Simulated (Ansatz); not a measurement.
# Amorphous C: valence band and core levels, part 5 of 7

Wanted: XPS lines and valence band of amorphous C, from a random start taken through short hot and cool dynamics.

Ansatz 0.2.0; DFT, PBE, plane-wave PAW, default files, scalar-relativistic.

So far. Step 5 (Dynamics at 300 K): Beyond half the shortest lattice vector, 3.1 Å, g(r) counts periodic images.

**6. Relaxation**

The quenched cell is relaxed to a local minimum.

The input, input.yaml:

```yaml
crystal:
  lattice:
    - [6.1281413518, 0.0, 0.0]
    - [0.0, 6.1281413518, 0.0]
    - [0.0, 0.0, 6.1281413518]
  atoms:
    - { symbol: C, position: [0.619580974, 1.0770866446, 0.0163896948] }
    - { symbol: C, position: [1.0206192452, 0.6330188348, 0.241462313] }
    - { symbol: C, position: [0.3355451065, 0.9589969851, 0.2905846833] }
    - { symbol: C, position: [0.4438820117, 0.9336892548, 0.0778304207] }
    - { symbol: C, position: [0.7974041014, 0.4875285514, -0.0327299387] }
    - { symbol: C, position: [0.3503434219, 0.2479449895, 0.5813303393] }
    - { symbol: C, position: [0.4119651459, 0.6305924766, 0.7692547219] }
    - { symbol: C, position: [0.4843992699, 0.3952972439, 0.7191324807] }
    - { symbol: C, position: [0.6820546188, 0.0702596258, 0.5107634432] }
    - { symbol: C, position: [0.9655770792, 0.8146305993, 0.6786713815] }
    - { symbol: C, position: [0.22577327, 0.7308647168, 0.3735933559] }
    - { symbol: C, position: [0.2006255439, 0.6825820037, 0.6260477327] }
    - { symbol: C, position: [0.7479535249, 0.1318440972, 0.7240462076] }
    - { symbol: C, position: [0.6249495566, 0.5632221788, 0.6056148131] }
    - { symbol: C, position: [1.0364064728, 1.1196661672, 0.3748280703] }
    - { symbol: C, position: [0.4580686457, 0.0795353815, 0.4635780775] }
    - { symbol: C, position: [0.859310111, 1.0062174718, 0.0486824208] }
    - { symbol: C, position: [0.8884177144, -0.0106005729, 0.8190709685] }
    - { symbol: C, position: [0.3980399075, 0.5889301476, 0.2768020007] }
    - { symbol: C, position: [0.9732322221, 0.4275712591, 0.106425269] }
    - { symbol: C, position: [0.8581011831, 0.8120083976, 0.2087495143] }
    - { symbol: C, position: [0.4649345982, 0.705943884, 0.033480282] }
    - { symbol: C, position: [0.6976355828, 0.6432974808, 0.1180347557] }
    - { symbol: C, position: [0.8839556796, 0.9367235652, 0.437413729] }
    - { symbol: C, position: [0.599697709, 0.541972264, 0.3552680889] }
    - { symbol: C, position: [0.8564838054, 0.5884732493, -0.2901872222] }
    - { symbol: C, position: [0.6438971026, 0.2888619657, -0.1242612178] }
    - { symbol: C, position: [1.0483941951, 0.4782556869, 0.6055981622] }
    - { symbol: C, position: [0.9763515711, 0.220533663, 0.1698307001] }
    - { symbol: C, position: [1.1282718629, 0.2730535042, 0.5293909967] }
kpoints:
  mp_grid: { grid: [2, 2, 2] }
scf:
  occupations: { method: fermi_dirac, width: 0.03 }
  n_extra_bands: 23
hamiltonian:
  xc: pbe
  pseudopotentials: { kind: paw }
output:
  forces: true
relax:
  f_tol: 0.05
  max_steps: 60
```

On the command line:

```sh
ansatz run input.yaml --threads 3 --pin off --max-ram 8192MiB --backend cpu --events-out ev --progress --plain --runs-dir out
```

Numbers of over 12 decimals in the logs are rounded to 6 here.

What it wrote:

```text
[...]
Crystal: 30 atoms, lattice volume = 230.137 Å³
Basis set: ecut = 420 eV, 4457 PW (Γ), exchange–correlation on 90×90×90 points (8 copies of the dense FFT grid, shifted against one another)
Bands: 83, of which v1, the nominal top of the filled ones, is band 60 counted from 1 (59 counted from 0)
Symmetry: 1 space group operations
[...]
k-points: 8
[...]
SCF iter   1: F=—  HF=-7501.432311 eV  |F-HF|=—  |Δ(HF+E_count)|=         —  Δρ=1.73e-2  dr2=1.03e0  ethr=1.77e-3  ⟨swp⟩=6.2  Hψ=2981  notcnv=0  defer=67
[...]
SCF iter   7: F=-7501.218496 eV  HF=-7501.218496 eV  |F-HF|=2.14e-7  |Δ(HF+E_count)|=   4.19e-7  Δρ=3.98e-5  dr2=3.63e-6  ethr=3.99e-8  ⟨swp⟩=4.0  Hψ=1857  notcnv=0
SCF 1 converged in 7 iterations: F = -7501.218496 eV  dr2 = 3.63e-6
[...]
relax step   1: F+E_penalty+E_count = -7501.21849609 eV  Δ(F+E_penalty+E_count) = +0.000e0 eV  max|allowed force component| = 5.368e0 eV/Å  Δτ_max = 0.0000 Å  (7 SCF iters, dr2 threshold 6.25e-5 eV, accepted)
[...]
SCF iter   7: F=-7503.136531 eV  HF=-7503.136535 eV  |F-HF|=3.24e-6  |Δ(HF+E_count)|=   4.11e-7  Δρ=4.20e-5  dr2=4.87e-6  ethr=2.11e-8  ⟨swp⟩=3.0  Hψ=1634  notcnv=0
SCF 2 converged in 7 iterations: F = -7503.136531 eV  dr2 = 4.87e-6
[...]
relax step   2: F+E_penalty+E_count = -7503.13653131 eV  Δ(F+E_penalty+E_count) = -1.918e0 eV  max|allowed force component| = 2.289e0 eV/Å  Δτ_max = 0.1379 Å  (7 SCF iters, dr2 threshold 1.00e-4 eV, accepted)
[...]
SCF iter   7: F=-7504.082455 eV  HF=-7504.082450 eV  |F-HF|=5.09e-6  |Δ(HF+E_count)|=   3.56e-5  Δρ=6.78e-5  dr2=1.25e-5  ethr=8.33e-8  ⟨swp⟩=2.8  Hψ=2074  notcnv=0
SCF 3 converged in 7 iterations: F = -7504.082455 eV  dr2 = 1.25e-5
[...]
relax step   3: F+E_penalty+E_count = -7504.08245545 eV  Δ(F+E_penalty+E_count) = -9.459e-1 eV  max|allowed force component| = 2.102e0 eV/Å  Δτ_max = 0.2000 Å  (7 SCF iters, dr2 threshold 1.00e-4 eV, accepted)
[... from here on, the SCF cycles and remarks between the steps are left out ...]
relax step   4: F+E_penalty+E_count = -7504.36846612 eV  Δ(F+E_penalty+E_count) = -2.860e-1 eV  max|allowed force component| = 8.054e-1 eV/Å  Δτ_max = 0.0527 Å  (6 SCF iters, dr2 threshold 1.00e-4 eV, accepted)
relax step   5: F+E_penalty+E_count = -7504.20716085 eV  Δ(F+E_penalty+E_count) = +1.613e-1 eV  max|allowed force component| = 1.263e0 eV/Å  Δτ_max = 0.2000 Å  (7 SCF iters, dr2 threshold 9.53e-5 eV, rejected (line search))
relax step   6: F+E_penalty+E_count = -7504.55932974 eV  Δ(F+E_penalty+E_count) = -1.909e-1 eV  max|allowed force component| = 3.924e-1 eV/Å  Δτ_max = 0.0975 Å  (9 SCF iters, accepted)
relax step   7: F+E_penalty+E_count = -7504.57885210 eV  Δ(F+E_penalty+E_count) = -1.952e-2 eV  max|allowed force component| = 2.810e-1 eV/Å  Δτ_max = 0.0449 Å  (5 SCF iters, dr2 threshold 2.26e-5 eV, accepted)
relax step   8: F+E_penalty+E_count = -7504.58517553 eV  Δ(F+E_penalty+E_count) = -6.323e-3 eV  max|allowed force component| = 1.322e-1 eV/Å  Δτ_max = 0.0127 Å  (4 SCF iters, dr2 threshold 1.87e-5 eV, accepted)
relax step   9: F+E_penalty+E_count = -7504.58703229 eV  Δ(F+E_penalty+E_count) = -1.857e-3 eV  max|allowed force component| = 1.541e-1 eV/Å  Δτ_max = 0.0073 Å  (5 SCF iters, dr2 threshold 3.87e-6 eV, accepted)
relax step  10: F+E_penalty+E_count = -7504.58769630 eV  Δ(F+E_penalty+E_count) = -6.640e-4 eV  max|allowed force component| = 3.464e-2 eV/Å  Δτ_max = 0.0027 Å  (4 SCF iters, dr2 threshold 5.26e-6 eV, accepted)
[...]
SCF iter   4: F=-7504.587697 eV  HF=-7504.587697 eV  |F-HF|=2.13e-9  |Δ(HF+E_count)|=   1.88e-8  Δρ=1.48e-6  dr2=5.22e-9  ethr=8.33e-11  ⟨swp⟩=4.0  Hψ=1969  notcnv=0
SCF 11 converged in 4 iterations: F = -7504.587697 eV  dr2 = 5.22e-9
relax step  11: F+E_penalty+E_count = -7504.58769704 eV  Δ(F+E_penalty+E_count) = -7.382e-7 eV  max|allowed force component| = 3.500e-2 eV/Å  Δτ_max = 0.0000 Å  (4 SCF iters, accepted)
SCF converged after 4 iterations
Free energy (F): -7504.587697 eV
[...]
Internal energy: -7504.587686 eV  (E = F + TS)
E sigma→0 (E₀):  -7504.587692 eV
Entropy (-TS):   -0.000011 eV (-0.000 meV/atom)
Fermi energy:    9.257887 eV
[...]
--- Forces (eV/Å), atoms counted from 1 ---
  atom   1  C     -0.00537526    -0.00905330    -0.00325162
  atom   2  C      0.00363763    -0.00610252    -0.00085397
  atom   3  C      0.01438940    -0.01601001     0.00548854
  atom   4  C      0.01065819     0.00194549    -0.00737013
  atom   5  C     -0.00204451    -0.00399136    -0.00448889
  atom   6  C     -0.01835641    -0.00751637    -0.00726245
  atom   7  C     -0.00007507     0.00696673     0.00224699
  atom   8  C      0.01078107    -0.00015766     0.00726275
  atom   9  C      0.01229447     0.00041447     0.00718383
  atom  10  C     -0.00103713    -0.00230508    -0.00199548
  atom  11  C      0.00947486     0.00580405    -0.00691552
  atom  12  C     -0.00328756    -0.00103329     0.01072828
  atom  13  C     -0.00284574    -0.00862497     0.00318977
  atom  14  C      0.01949566    -0.00552810     0.00463954
  atom  15  C     -0.00263063     0.00051673     0.01103049
  atom  16  C     -0.01082476    -0.00446514    -0.00022548
  atom  17  C     -0.01112877    -0.00181351    -0.00434732
  atom  18  C     -0.00858052     0.01196468     0.00206170
  atom  19  C     -0.02882811     0.02379826    -0.02375817
  atom  20  C      0.00145281    -0.00929189    -0.00559429
  atom  21  C     -0.01051836     0.00279939     0.00663392
  atom  22  C     -0.00936235     0.00739823    -0.00087219
  atom  23  C      0.00473540     0.00933284     0.00115908
  atom  24  C     -0.00347121    -0.00736327     0.00507089
  atom  25  C      0.03500275    -0.00163463     0.01508809
  atom  26  C     -0.00279423     0.00799250    -0.00252230
  atom  27  C     -0.00015866     0.00037333    -0.00376700
  atom  28  C     -0.00958528     0.00086473     0.00670102
  atom  29  C     -0.00036597     0.00550459    -0.01527951
  atom  30  C      0.00935213    -0.00081166     0.00002179
  max |Σ_I F_I| component: 2.67e-5 eV/Å
--- Relaxed structure (11 steps of the walk, 10 accepted, 0 SCFs on fresh bases) ---
  F+E_penalty+E_count = -7504.58769704 eV   max|allowed force component| = 3.500e-2 eV/Å
  atoms:
    - { symbol: C, position: [0.618387, 1.092449, 0.043328] }
    - { symbol: C, position: [1.028525, 0.609769, 0.279662] }
    - { symbol: C, position: [0.296298, 0.975387, 0.312384] }
    - { symbol: C, position: [0.437026, 0.960030, 0.091590] }
    - { symbol: C, position: [0.811026, 0.481922, -0.049779] }
    - { symbol: C, position: [0.343746, 0.243611, 0.603536] }
    - { symbol: C, position: [0.405310, 0.630447, 0.766681] }
    - { symbol: C, position: [0.474548, 0.395720, 0.737281] }
    - { symbol: C, position: [0.679224, 0.059596, 0.516560] }
    - { symbol: C, position: [0.960495, 0.813141, 0.659700] }
    - { symbol: C, position: [0.236909, 0.730143, 0.366617] }
    - { symbol: C, position: [0.191899, 0.684584, 0.611463] }
    - { symbol: C, position: [0.758183, 0.134588, 0.724619] }
    - { symbol: C, position: [0.611041, 0.561312, 0.598702] }
    - { symbol: C, position: [1.074390, 1.105898, 0.365587] }
    - { symbol: C, position: [0.456335, 0.075049, 0.482049] }
    - { symbol: C, position: [0.868630, 1.005530, 0.054397] }
    - { symbol: C, position: [0.899534, -0.012768, 0.814810] }
    - { symbol: C, position: [0.401624, 0.613166, 0.252289] }
    - { symbol: C, position: [0.987163, 0.413953, 0.110410] }
    - { symbol: C, position: [0.864625, 0.797675, 0.215956] }
    - { symbol: C, position: [0.470827, 0.720031, 0.035713] }
    - { symbol: C, position: [0.694666, 0.640517, 0.122822] }
    - { symbol: C, position: [0.875836, 0.930384, 0.436206] }
    - { symbol: C, position: [0.588535, 0.549134, 0.344219] }
    - { symbol: C, position: [0.841042, 0.584820, -0.304394] }
    - { symbol: C, position: [0.649567, 0.289807, -0.114731] }
    - { symbol: C, position: [1.031914, 0.495934, 0.546204] }
    - { symbol: C, position: [0.988169, 0.197302, 0.163140] }
    - { symbol: C, position: [1.136397, 0.278868, 0.527675] }
```

The job ended after 21 s (3 threads of Intel Xeon at 2.80GHz (Skylake/Cascade Lake), shared host; peak memory 0.7 GiB).

Step by step:

| step | energy less that of the first step (eV) | largest force component (eV/Å) |
| --- | --- | --- |
| 1 | 0.0000 | 5.3679 |
| 2 | -1.9180 | 2.2885 |
| 3 | -2.8640 | 2.1016 |
| 4 | -3.1500 | 0.8054 |
| 5 | -2.9887 | 1.2625 |
| 6 | -3.3408 | 0.3924 |
| 7 | -3.3604 | 0.2810 |
| 8 | -3.3667 | 0.1322 |
| 9 | -3.3685 | 0.1541 |
| 10 | -3.3692 | 0.0346 |
| 11 | -3.3692 | 0.0350 |

Relaxation step 5 was tried and not accepted.

The atoms that moved most (Å):

| atom | dx | dy | dz | length |
| --- | --- | --- | --- | --- |
| C28 | -0.101 | 0.108 | -0.364 | 0.393 |
| C3 | -0.241 | 0.100 | 0.134 | 0.293 |
| C2 | 0.048 | -0.142 | 0.234 | 0.278 |
| C15 | 0.233 | -0.084 | -0.057 | 0.254 |
| C19 | 0.022 | 0.149 | -0.150 | 0.212 |
| C1 | -0.007 | 0.094 | 0.165 | 0.190 |
| C4 | -0.042 | 0.161 | 0.084 | 0.187 |
| C29 | 0.072 | -0.142 | -0.041 | 0.165 |

This step gave:

| Item | Value |
| --- | --- |
| free energy | -7504.5877 eV |
| Fermi energy | 9.258 eV |
| gap by band count | 0.5872 eV |

The relaxation ends 112 meV an atom lower, with a largest force component of 0.035 eV/Å.

(Part 5 of 7 ends here.)

[Logs are printed without paths, hosts, clocks, repeated set-up lines and the standing remarks that a program may print on its own settings, such as how far it seeks lower states.]

[Hosts, paths, dates, database ids (printed as entryN), source tags and the programs' standing remarks are cut or masked in the printed files.]

[Maps of the electrostatic potential energy from Ansatz leave out the sawtooth potential of an applied field or a dipole correction, so their vacuum need not be flat; work functions include it.]
